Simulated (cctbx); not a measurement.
**SrCe with cctbx, script by script**

Library: cctbx 2025.11. The data are simulated by the first script.

## 1. Simulate the data

run.py:

```python
from cctbx import adptbx, crystal, miller, sgtbx, xray
from cctbx.array_family import flex
from iotbx.shelx import hklf
from scitbx import matrix
import scitbx.random

cs = crystal.symmetry(unit_cell=(4.368, 4.368, 4.368, 90, 90, 90), space_group_symbol='Hall: -P 4 2 3')  # Pm-3m
atoms = [  # label, site, U (iso, or U11 U22 U33 U12 U13 U23 in A^2), occupancy
    ("Ce1", (0.5, 0.5, 0.5), 0.0071, 1),
    ("Sr1", (0, 0, 0), 0.0111, 1),
]
xs = xray.structure(crystal_symmetry=cs)
for label, site, u, occ in atoms:
    u = adptbx.u_cif_as_u_star(cs.unit_cell(), u) if isinstance(u, tuple) else u
    xs.add_scatterer(xray.scatterer(label, site=site, u=u, occupancy=occ))
xs.set_inelastic_form_factors(0.56087, "sasaki")
xs.show_summary()
p1 = xs.expand_to_p1()
ms = miller.build_set(p1, anomalous_flag=True, d_min=1.1)
flex.set_random_seed(48262)
scitbx.random.set_random_seed(48262)
ms = ms.select(flex.random_double(ms.size()) < 0.5)
i = ms.structure_factors_from_scatterers(p1, algorithm="direct").f_calc().as_intensity_array().data()
i = i * 5000 / flex.max(i)
sig = flex.sqrt(i + flex.pow2(0.03 * i) + 15 ** 2)
noise = scitbx.random.variate(scitbx.random.normal_distribution())(i.size())
data = ms.array(data=i + sig * noise, sigmas=sig).set_observation_type_xray_intensity()
with open("data.hkl", "w") as f:
    data.export_as_shelx_hklf(f)
print("reflections written:", data.size(), " <I/sigma> = %.1f" % flex.mean(data.data() / data.sigmas()))
for h, a, b in list(data.sort("data"))[:12]:
    print("%4d%4d%4d %9.1f %7.1f" % (h + (a, b)))
```

```console
$ python run.py
```

```text
Number of scatterers: 2
At special positions: 2
Unit cell: (4.368, 4.368, 4.368, 90, 90, 90)
Space group: P m -3 m (No. 221)
reflections written: 134  <I/sigma> = 16.8
  -1   0   1    5287.6   166.5
  -1   0  -1    5031.3   166.5
   1   1   0    4981.0   166.5
   0   1   1    4920.0   166.5
   1  -1   0    4909.6   166.5
   0   1  -1    4822.4   166.5
  -1   1   0    4778.2   166.5
   0   0  -2    4236.2   135.9
   2   0   0    3953.9   135.9
   2   1  -1    3455.5   115.4
   2  -1   1    3449.1   115.4
   1   1   2    3441.4   115.4
```

It took 0.23 s on 1 thread of Arm Neoverse V2, with other jobs on the host, peak memory 0.07 GiB.

## 2. Refinement (right model)

run.py:

```python
import math
from cctbx import adptbx, crystal, maptbx, sgtbx, xray
from cctbx.array_family import flex
from cctbx.xray import observations
from iotbx.shelx import hklf
from scitbx.lstbx import normal_eqns_solving
from smtbx import absolute_structure, utils
from smtbx.refinement import constraints, least_squares

cs = crystal.symmetry(unit_cell=(4.368, 4.368, 4.368, 90, 90, 90), space_group_symbol='Hall: -P 4 2 3')  # Pm-3m
atoms = [  # label, site, U (iso, or U11 U22 U33 U12 U13 U23 in A^2), occupancy
    ("Ce1", (0.5, 0.5, 0.5), 0.0200, 1),
    ("Sr1", (0, 0, 0), 0.0200, 1),
]
xs = xray.structure(crystal_symmetry=cs)
for label, site, u, occ in atoms:
    u = adptbx.u_cif_as_u_star(cs.unit_cell(), u) if isinstance(u, tuple) else u
    xs.add_scatterer(xray.scatterer(label, site=site, u=u, occupancy=occ))
xs.set_inelastic_form_factors(0.56087, "sasaki")
raw = hklf.reader(file_name="data.hkl").as_miller_arrays(crystal_symmetry=cs, anomalous=True)[0]
merged = raw.eliminate_sys_absent().merge_equivalents()
fo2 = merged.array().set_observation_type_xray_intensity()
print("Rint %.3f, %d unique reflections to %.2f A" % (merged.r_int(), fo2.size(), fo2.d_min()))
for sc in xs.scatterers():
    sc.flags.set_grad_site(True)
    sc.flags.set_grad_u_aniso(sc.flags.use_u_aniso())
    sc.flags.set_grad_u_iso(sc.flags.use_u_iso())
obs = fo2.as_xray_observations()
extra = {}
rep = constraints.reparametrisation(xs, [], utils.connectivity_table(xs), **extra)
ls = least_squares.crystallographic_ls(obs, rep, weighting_scheme=least_squares.mainstream_shelx_weighting(a=0, b=0))
print("cycle     R1     wR2    GooF  max shift (A)")
for cycle in range(8):
    ls.build_up()
    r1, wr2, goof = ls.r1_factor(cutoff_factor=2)[0], ls.wR2(), ls.goof()
    old = xs.sites_cart()
    normal_eqns_solving.levenberg_marquardt_iterations(ls, n_max_iterations=3, tau=1e-06, step_threshold=1e-7)
    big = flex.max((xs.sites_cart() - old).norms())
    print("%4d %7.4f %7.4f %7.3f %9.5f" % (cycle + 1, r1, wr2, goof, big))
    ls.build_up(objective_only=True)
    if abs(ls.wR2() - wr2) < 5e-5 and big < 5e-4:
        break
ls.build_up()
print("final R1 %.4f wR2 %.4f GooF %.3f  parameters %d  data/parameter %.1f" % (ls.r1_factor(cutoff_factor=2)[0], ls.wR2(), ls.goof(), ls.n_parameters, fo2.size() / ls.n_parameters))
cov = ls.covariance_matrix_and_annotations()
su = dict(zip(cov.annotations, (math.sqrt(max(v, 0)) for v in cov.matrix.matrix_packed_u_diagonal())))
a2 = cs.unit_cell().reciprocal_parameters()[0] ** -2
print("atom        x        y        z      Ueq    occ   su(xyz)  su(Uiso or U11)")
for sc in xs.scatterers():
    s = max(su.get(sc.label + k, 0) for k in (".x", ".y", ".z"))
    npd = "" if sc.is_positive_definite_u(cs.unit_cell()) else "  NPD"
    print("%-5s %8.5f %8.5f %8.5f %8.4f %6.3f %8.5f %7.4f%s" % ((sc.label,) + sc.site + (sc.u_iso_or_equiv(cs.unit_cell()), sc.occupancy, s, su.get(sc.label + ".uiso", su.get(sc.label + ".u11", 0) * a2), npd)))
fo = fo2.f_sq_as_f()
fc = fo.structure_factors_from_scatterers(xs, algorithm="direct").f_calc()
diff = fo.f_obs_minus_f_calc(1 / math.sqrt(ls.scale_factor()), fc).average_bijvoet_mates()
m = diff.fft_map(symmetry_flags=maptbx.use_space_group_symmetry, resolution_factor=0.25).apply_volume_scaling()
print("difference map: max %.2f min %.2f rms %.2f" % (m.statistics().max(), m.statistics().min(), m.statistics().sigma()))
peaks = m.peak_search(parameters=maptbx.peak_search_parameters(min_distance_sym_equiv=0.6, max_clusters=6)).all()
near = xs.closest_distances(peaks.sites(), distance_cutoff=4)
sps = cs.special_position_settings(min_distance_sym_equiv=0.5)
for k, (x, h) in enumerate(zip(peaks.sites(), peaks.heights())):
    ss = sps.site_symmetry(x)
    print("Q%-3d %7.4f %7.4f %7.4f %4d %7.2f  %.2f A from %s" % ((k + 1,) + tuple(t % 1 for t in ss.exact_site()) + (ss.multiplicity(), h, near.smallest_distances[k], xs.scatterers()[near.i_seqs[k]].label)))
```

```console
$ python run.py
```

```text
Rint 0.031, 14 unique reflections to 1.17 A
cycle     R1     wR2    GooF  max shift (A)
   1  0.0467  0.1102   6.914   0.00000
   2  0.0084  0.0157   0.986   0.00000
final R1 0.0084 wR2 0.0157 GooF 0.986  parameters 2  data/parameter 7.0
atom        x        y        z      Ueq    occ   su(xyz)  su(Uiso or U11)
Ce1    0.50000  0.50000  0.50000   0.0071  1.000  0.00000  0.0005
Sr1    0.00000  0.00000  0.00000   0.0104  1.000  0.00000  0.0006
difference map: max 0.16 min -0.09 rms 0.06
Q1    0.0000  0.2524  0.5000   12    0.17  2.44 A from Ce1
Q2    0.2326  0.5000  0.5000    6    0.16  1.17 A from Ce1
Q3    0.5000  0.5000  0.5000    1    0.10  0.00 A from Ce1
Q4    0.0000  0.0000  0.0000    1   -0.04  0.00 A from Sr1
Q5    0.1944  0.1944  0.1944    8   -0.04  1.47 A from Sr1
```

Time: 0.37 s.

## 3. Simulate the data

run.py, as its changes from the last script of this kind:

```diff
@@ -19 +19 @@
-ms = miller.build_set(p1, anomalous_flag=True, d_min=1.1)
+ms = miller.build_set(p1, anomalous_flag=True, d_min=0.84)
```

```console
$ python run.py
```

```text
Number of scatterers: 2
At special positions: 2
Unit cell: (4.368, 4.368, 4.368, 90, 90, 90)
Space group: P m -3 m (No. 221)
reflections written: 318  <I/sigma> = 15.7
  -1   0  -1    5335.2   166.5
  -1  -1   0    5256.0   166.5
   0   1  -1    5147.2   166.5
  -1   1   0    4928.8   166.5
   1  -1   0    4804.0   166.5
   0  -1   1    4643.3   166.5
   0  -2   0    4133.9   135.9
   0   0  -2    3944.6   135.9
   2  -1  -1    3433.1   115.4
   1   1   2    3342.0   115.4
  -1  -2  -1    3330.2   115.4
  -1  -1   2    3328.2   115.4
```

Time: 0.22 s.

## 4. Refinement (right model)

run.py, as its changes from the last script of this kind:

```diff
@@ -19,0 +20 @@
+xs.convert_to_anisotropic()
```

```console
$ python run.py
```

```text
Rint 0.035, 30 unique reflections to 0.84 A
cycle     R1     wR2    GooF  max shift (A)
   1  0.0960  0.1696  10.198   0.00000
   2  0.0066  0.0118   0.707   0.00000
final R1 0.0066 wR2 0.0118 GooF 0.707  parameters 2  data/parameter 15.0
atom        x        y        z      Ueq    occ   su(xyz)  su(Uiso or U11)
Ce1    0.50000  0.50000  0.50000   0.0071  1.000  0.00000  0.0002
Sr1    0.00000  0.00000  0.00000   0.0112  1.000  0.00000  0.0002
difference map: max 0.18 min -0.26 rms 0.07
Q1    0.0744  0.0744  0.0744    8    0.19  0.56 A from Sr1
Q2    0.3681  0.3681  0.3681    8    0.19  1.00 A from Ce1
Q3    0.0000  0.1615  0.5000   12    0.15  2.30 A from Sr1
Q4    0.0000  0.2858  0.2858   12    0.15  1.77 A from Sr1
Q5    0.1597  0.5000  0.5000    6    0.09  1.49 A from Ce1
Q6    0.2506  0.2506  0.5000   12    0.08  1.54 A from Ce1
```

Time: 0.38 s.

## 5. Simulate the data

run.py, as its changes from the last script of this kind:

```diff
@@ -19 +19 @@
-ms = miller.build_set(p1, anomalous_flag=True, d_min=0.84)
+ms = miller.build_set(p1, anomalous_flag=True, d_min=0.6)
```

```console
$ python run.py
```

```text
Number of scatterers: 2
At special positions: 2
Unit cell: (4.368, 4.368, 4.368, 90, 90, 90)
Space group: P m -3 m (No. 221)
reflections written: 794  <I/sigma> = 12.6
  -1  -1   0    5139.8   166.5
   0   1  -1    5091.3   166.5
   1   0   1    5070.0   166.5
  -1   0   1    4879.7   166.5
   1   1   0    4672.2   166.5
  -2   0   0    4050.9   135.9
   0   0  -2    4009.5   135.9
   2   1   1    3543.2   115.4
  -2  -1  -1    3383.4   115.4
  -1   1   2    3382.9   115.4
   1  -1   2    3359.2   115.4
   1   1   2    3323.2   115.4
```

Time: 0.23 s.

## 6. Refinement (right model)

run.py:

```python
import math
from cctbx import adptbx, crystal, maptbx, sgtbx, xray
from cctbx.array_family import flex
from cctbx.xray import observations
from iotbx.shelx import hklf
from scitbx.lstbx import normal_eqns_solving
from smtbx import absolute_structure, utils
from smtbx.refinement import constraints, least_squares

cs = crystal.symmetry(unit_cell=(4.368, 4.368, 4.368, 90, 90, 90), space_group_symbol='Hall: -P 4 2 3')  # Pm-3m
atoms = [  # label, site, U (iso, or U11 U22 U33 U12 U13 U23 in A^2), occupancy
    ("Ce1", (0.5, 0.5, 0.5), 0.0200, 1),
    ("Sr1", (0, 0, 0), 0.0200, 1),
]
xs = xray.structure(crystal_symmetry=cs)
for label, site, u, occ in atoms:
    u = adptbx.u_cif_as_u_star(cs.unit_cell(), u) if isinstance(u, tuple) else u
    xs.add_scatterer(xray.scatterer(label, site=site, u=u, occupancy=occ))
xs.set_inelastic_form_factors(0.56087, "sasaki")
xs.convert_to_anisotropic()
raw = hklf.reader(file_name="data.hkl").as_miller_arrays(crystal_symmetry=cs, anomalous=True)[0]
merged = raw.eliminate_sys_absent().merge_equivalents()
fo2 = merged.array().set_observation_type_xray_intensity()
print("Rint %.3f, %d unique reflections to %.2f A" % (merged.r_int(), fo2.size(), fo2.d_min()))
for sc in xs.scatterers():
    sc.flags.set_grad_site(True)
    sc.flags.set_grad_u_aniso(sc.flags.use_u_aniso())
    sc.flags.set_grad_u_iso(sc.flags.use_u_iso())
obs = fo2.as_xray_observations()
extra = {}
rep = constraints.reparametrisation(xs, [], utils.connectivity_table(xs), **extra)
ls = least_squares.crystallographic_ls(obs, rep, weighting_scheme=least_squares.mainstream_shelx_weighting(a=0, b=0))
print("cycle     R1     wR2    GooF  max shift (A)")
for cycle in range(8):
    ls.build_up()
    r1, wr2, goof = ls.r1_factor(cutoff_factor=2)[0], ls.wR2(), ls.goof()
    old = xs.sites_cart()
    normal_eqns_solving.levenberg_marquardt_iterations(ls, n_max_iterations=3, tau=1e-06, step_threshold=1e-7)
    big = flex.max((xs.sites_cart() - old).norms())
    print("%4d %7.4f %7.4f %7.3f %9.5f" % (cycle + 1, r1, wr2, goof, big))
    ls.build_up(objective_only=True)
    if abs(ls.wR2() - wr2) < 5e-5 and big < 5e-4:
        break
ls.build_up()
print("final R1 %.4f wR2 %.4f GooF %.3f  parameters %d  data/parameter %.1f" % (ls.r1_factor(cutoff_factor=2)[0], ls.wR2(), ls.goof(), ls.n_parameters, fo2.size() / ls.n_parameters))
cov = ls.covariance_matrix_and_annotations()
su = dict(zip(cov.annotations, (math.sqrt(max(v, 0)) for v in cov.matrix.matrix_packed_u_diagonal())))
a2 = cs.unit_cell().reciprocal_parameters()[0] ** -2
print("atom        x        y        z      Ueq    occ   su(xyz)  su(Uiso or U11)")
for sc in xs.scatterers():
    s = max(su.get(sc.label + k, 0) for k in (".x", ".y", ".z"))
    npd = "" if sc.is_positive_definite_u(cs.unit_cell()) else "  NPD"
    print("%-5s %8.5f %8.5f %8.5f %8.4f %6.3f %8.5f %7.4f%s" % ((sc.label,) + sc.site + (sc.u_iso_or_equiv(cs.unit_cell()), sc.occupancy, s, su.get(sc.label + ".uiso", su.get(sc.label + ".u11", 0) * a2), npd)))
fo = fo2.f_sq_as_f()
fc = fo.structure_factors_from_scatterers(xs, algorithm="direct").f_calc()
diff = fo.f_obs_minus_f_calc(1 / math.sqrt(ls.scale_factor()), fc).average_bijvoet_mates()
m = diff.fft_map(symmetry_flags=maptbx.use_space_group_symmetry, resolution_factor=0.25).apply_volume_scaling()
print("difference map: max %.2f min %.2f rms %.2f" % (m.statistics().max(), m.statistics().min(), m.statistics().sigma()))
peaks = m.peak_search(parameters=maptbx.peak_search_parameters(min_distance_sym_equiv=0.6, max_clusters=6)).all()
near = xs.closest_distances(peaks.sites(), distance_cutoff=4)
sps = cs.special_position_settings(min_distance_sym_equiv=0.5)
for k, (x, h) in enumerate(zip(peaks.sites(), peaks.heights())):
    ss = sps.site_symmetry(x)
    print("Q%-3d %7.4f %7.4f %7.4f %4d %7.2f  %.2f A from %s" % ((k + 1,) + tuple(t % 1 for t in ss.exact_site()) + (ss.multiplicity(), h, near.smallest_distances[k], xs.scatterers()[near.i_seqs[k]].label)))
```

```console
$ python run.py
```

```text
Rint 0.044, 61 unique reflections to 0.61 A
cycle     R1     wR2    GooF  max shift (A)
   1  0.1692  0.3015  16.093   0.00000
   2  0.0096  0.0178   0.947   0.00000
final R1 0.0096 wR2 0.0178 GooF 0.947  parameters 2  data/parameter 30.5
atom        x        y        z      Ueq    occ   su(xyz)  su(Uiso or U11)
Ce1    0.50000  0.50000  0.50000   0.0071  1.000  0.00000  0.0001
Sr1    0.00000  0.00000  0.00000   0.0109  1.000  0.00000  0.0001
difference map: max 0.55 min -0.47 rms 0.13
Q1    0.0000  0.5000  0.5000    3    0.55  2.18 A from Ce1
Q2    0.3689  0.3689  0.3689    8    0.52  0.99 A from Ce1
Q3    0.3375  0.5000  0.5000    6    0.38  0.71 A from Ce1
Q4    0.1375  0.3565  0.5000   24    0.32  1.70 A from Ce1
Q5    0.1111  0.1111  0.1111    8    0.29  0.84 A from Sr1
Q6    0.0000  0.3656  0.3656   12    0.28  2.26 A from Sr1
```

Run time: 0.37 s on 1 thread of Arm Neoverse V2 (shared host), peak memory 0.09 GiB.

[Logs are printed without paths, hosts, clocks, repeated set-up lines and the standing remarks that a program may print on its own settings, such as how far it seeks lower states.]
